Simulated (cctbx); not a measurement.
# Reading a Patterson map

Space group I4/mcm (no. 140), a = 11.4920 Å, b = 11.4920 Å, c = 15.1030 Å, α = 90.00°, β = 90.00°, γ = 90.00°, content Pb8 Tl4 Pt20 Lu16 Ho32.

The data are simulated with cctbx, not measured: Mo Kα, λ = 0.71073 Å, to d = 0.75 Å, 80 % of the full sphere, strongest reflection 5000 counts, noise from counting, a 6 % proportional error and a noise floor of 15 counts (s.d.); no absorption.

Patterson synthesis, origin scaled to 1000:

```text
Patterson group I 4/m m m
      u       v       w   height  length (A)
  0.000   0.000   0.000   1000.0     0.00
  0.000   0.000   0.273    254.3     4.12
  0.000   0.000   0.201    227.1     3.04
  0.000   0.000   0.500    193.4     7.55
  0.180   0.180   0.355    162.9     6.10
  0.000   0.357   0.500    162.0     8.59
  0.000   0.500   0.128    142.4     6.06
  0.142   0.142   0.500    134.5     7.89
  0.064   0.297   0.000    129.1     3.49
  0.227   0.227   0.000    123.8     3.68
  0.117   0.117   0.360    123.7     5.76
  0.116   0.116   0.154    113.8     3.00
  0.000   0.000   0.394     95.5     5.95
  0.000   0.350   0.305     90.8     6.11
```

**Question.** Which atom pairs make the peaks, and where is the heaviest atom?

A peak at u stands for all pairs with xi − xj = u, with weight Σ ZiZj against Σ Z² = 426020 at the origin. Peak heights follow these weights only roughly, since form factors, motion and series ripples differ, all vectors within 0.55 Å of a peak are counted as merged into it though the farther ones add only part of their weight, and F(000) is left out, which lowers the whole map:

| u | v | w | shortest length (Å) | height | 1000 ΣZiZj/ΣZ² | pairs in the cell |
| --- | --- | --- | --- | --- | --- | --- |
| 0.000 | 0.000 | 0.273 | 4.12 | 254 | 335 | 16 × Ho–Ho, 8 × Tl–Pt, 4 × Lu–Lu |
| 0.000 | 0.000 | 0.201 | 3.04 | 227 | 255 | 16 × Pt–Lu, 4 × Lu–Lu |
| 0.000 | 0.000 | 0.500 | 7.55 | 193 | 213 | 8 × Lu–Lu, 4 × Tl–Tl, 4 × Pt–Pt |
| 0.180 | 0.180 | 0.355 | 5.64 | 163 | 202 | 8 × Pb–Ho, 4 × Pt–Lu, 4 × Lu–Lu |
| 0.000 | 0.357 | 0.500 | 5.98 | 162 | 246 | 8 × Pt–Pt, 8 × Ho–Ho, 4 × Lu–Lu |
| 0.000 | 0.500 | 0.128 | 6.06 | 142 | 212 | 8 × Tl–Lu, 8 × Pt–Lu |
| 0.142 | 0.142 | 0.500 | 5.82 | 134 | 165 | 8 × Ho–Ho, 4 × Pt–Pt, 2 × Lu–Lu |
| 0.064 | 0.297 | 0.000 | 3.49 | 129 | 144 | 8 × Lu–Ho, 4 × Pb–Lu |
| 0.227 | 0.227 | 0.000 | 3.69 | 124 | 171 | 8 × Ho–Ho, 4 × Pb–Lu, 2 × Pb–Pb |
| 0.117 | 0.117 | 0.360 | 5.76 | 124 | 144 | 8 × Lu–Ho, 4 × Pb–Lu |

The table stops at ten peaks or at a height of 45, below which ripples compete. In the model behind the data Pb, the heaviest element, has 1 independent site: (0.1199, 0.3801, 0), up to an allowed shift of origin; the Pb–Pb vectors are differences of these positions and their symmetry mates. Elements of similar Z can't be told apart from the map alone. The whole model:

| atom | mult. | x | y | z | Ueq (Å²) |
| --- | --- | --- | --- | --- | --- |
| Pb1 | 8 | 0.1199 | 0.3801 | 0 | 0.0083 |
| Tl1 | 4 | 0 | 0 | 1/2 | 0.0082 |
| Pt1 | 4 | 0 | 0 | 3/4 | 0.0106 |
| Pt2 | 16 | 0.6752 | 0.1752 | 0.3033 | 0.0099 |
| Lu1 | 8 | 1/2 | 0 | 0.3585 | 0.0083 |
| Lu2 | 8 | 0.1742 | 0.3258 | 1/2 | 0.0090 |
| Ho1 | 32 | 0.2998 | 0.4313 | 0.1407 | 0.0084 |

The model is made up (kin elements in a known structure type, no relaxation), so it says nothing on whether the phase exists.

[Logs are printed without paths, hosts, clocks, repeated set-up lines and the standing remarks that a program may print on its own settings, such as how far it seeks lower states.]
